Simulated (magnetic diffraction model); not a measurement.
## Solving a magnetic structure from powder neutron data: YbTi2Cr2

Space group I4/mmm (no. 139), a = 3.9110 Å, c = 10.7630 Å.

| site | atom | x | y | z |
| --- | --- | --- | --- | --- |
| 2a | Yb | 0 | 0 | 0 |
| 4d | Cr | 1/2 | 0 | 1/4 |
| 4e | Ti | 1/2 | 1/2 | 0.1212 |

The compound is invented for this exercise: a known structure type with other elements, its cell scaled to their sizes and not relaxed.

Only Yb and Cr are taken to order (form factors of Yb3+ and Cr2+); orders and moment sizes are assumed, and not adapted to the symmetry. Radiation: neutrons of λ = 1.909 Å, 3° to 95°; isotropic B of 0.1 Å² (Yb), 0.14 Å² (Cr) and 0.17 Å² (Ti). The intensities are simulated: I ∝ L Σ (|F_N|² + |F_M⊥|²) for unpolarised neutrons, with F_M = 2.695 fm/μB × Σ f(s) S exp(2πi Q·r) exp(−B s²) at Q = H ± k (one set where k and −k are equivalent), only the part normal to Q counting and L = 1/(sin²θ cos θ). For collinear order S is the moment m, which repeats by lattice and centring translations R with the sign exp(−2πi k·R). Form factors are spin-only for 3d ions and dipole or tabulated for f ions, scattering lengths are Sears's of 1992, and absorption is left out. A label names one of the reflections at its angle. The strongest nuclear line in the range is 100, and lines under 0.2 are left out.

Above the ordering temperature:

| 2θ (°) | index | I |
| --- | --- | --- |
| 20.43 | (0 0 2) | 4.1 |
| 30.10 | (1 0 1) | 100.0 |
| 40.38 | (1 1 0) | 0.3 |
| 41.55 | (0 0 4) | 32.0 |
| 42.33 | (1 0 3) | 11.1 |
| 45.67 | (1 1 2) | 57.8 |
| 58.43 | (2 0 0) | 8.4 |
| 59.33 | (1 1 4) | 14.4 |
| 60.81 | (1 0 5) | 4.8 |
| 62.58 | (2 0 2) | 2.2 |
| 64.30 | (0 0 6) | 0.8 |
| 67.13 | (2 1 1) | 50.3 |
| 74.23 | (2 0 4) | 51.0 |
| 74.76 | (2 1 3) | 9.2 |
| 78.73 | (1 1 6) | 28.9 |
| 83.68 | (1 0 7) | 17.1 |
| 87.31 | (2 2 0) | 5.0 |
| 89.36 | (2 1 5) | 6.0 |
| 90.38 | (0 0 8) | 2.5 |
| 90.91 | (2 2 2) | 1.4 |
| 92.45 | (2 0 6) | 2.2 |

Below it (cell unchanged):

| 2θ (°) | I |
| --- | --- |
| 20.43 | 10.0 |
| 30.10 | 112.2 |
| 40.38 | 18.0 |
| 41.55 | 32.0 |
| 42.33 | 14.5 |
| 45.67 | 57.9 |
| 58.43 | 8.4 |
| 59.33 | 20.6 |
| 60.81 | 5.7 |
| 62.58 | 10.8 |
| 64.30 | 1.1 |
| 67.13 | 54.8 |
| 74.23 | 51.1 |
| 74.76 | 12.2 |
| 78.73 | 29.0 |
| 83.68 | 17.4 |
| 87.31 | 5.1 |
| 89.36 | 7.6 |
| 90.38 | 2.5 |
| 90.91 | 4.2 |
| 92.45 | 3.7 |

**Question.** Find the propagation vector, then choose among these models:
A. collinear moments along [101], 2.6 μB on Yb and 2.12 μB on Cr; signs + at (0, 0, 0), − at (1/2, 0, 1/4), − at (0, 1/2, 1/4)
B. collinear moments along [101], 2.6 μB on Yb and 2.12 μB on Cr; signs + at (0, 0, 0), − at (1/2, 0, 1/4), + at (0, 1/2, 1/4)
C. collinear moments along [100], 2.6 μB on Yb and 2.12 μB on Cr; signs + at (0, 0, 0), − at (1/2, 0, 1/4), + at (0, 1/2, 1/4)
D. collinear moments along [100], 2.6 μB on Yb and 2.12 μB on Cr; signs + at (0, 0, 0), − at (1/2, 0, 1/4), − at (0, 1/2, 1/4)

No line moves, and magnetic intensity falls on nuclear lines such as the one at 40.38°, so the magnetic cell equals the chemical primitive cell: k = 0.

Magnetic intensity, observed (below minus above) and for each model:

| 2θ (°) | index | observed | A | B | C | D |
| --- | --- | --- | --- | --- | --- | --- |
| 20.43 | (0 0 2) | 5.9 | 5.9 | 0.9 | 8.1 | 50.6 |
| 30.10 | (1 0 1) | 12.2 | 12.2 | 35.2 | 23.2 | 8.0 |
| 40.38 | (1 1 0) | 17.7 | 17.7 | 3.6 | 1.9 | 9.4 |
| 42.33 | (1 0 3) | 3.4 | 3.4 | 8.2 | 12.8 | 5.3 |
| 45.67 | (1 1 2) | 0.1 | 0.1 | 4.5 | 3.5 | 0.1 |
| 59.33 | (1 1 4) | 6.2 | 6.2 | 1.7 | 2.5 | 9.1 |
| 62.58 | (2 0 2) | 8.6 | 8.6 | 2.4 | 1.6 | 5.7 |
| 67.13 | (2 1 1) | 4.5 | 4.5 | 7.6 | 4.2 | 2.5 |

Model A matches.

The structure used: k = (0 0 0), collinear moments along [101], 2.6 μB on Yb and 2.12 μB on Cr; signs + at (0, 0, 0), − at (1/2, 0, 1/4), − at (0, 1/2, 1/4).
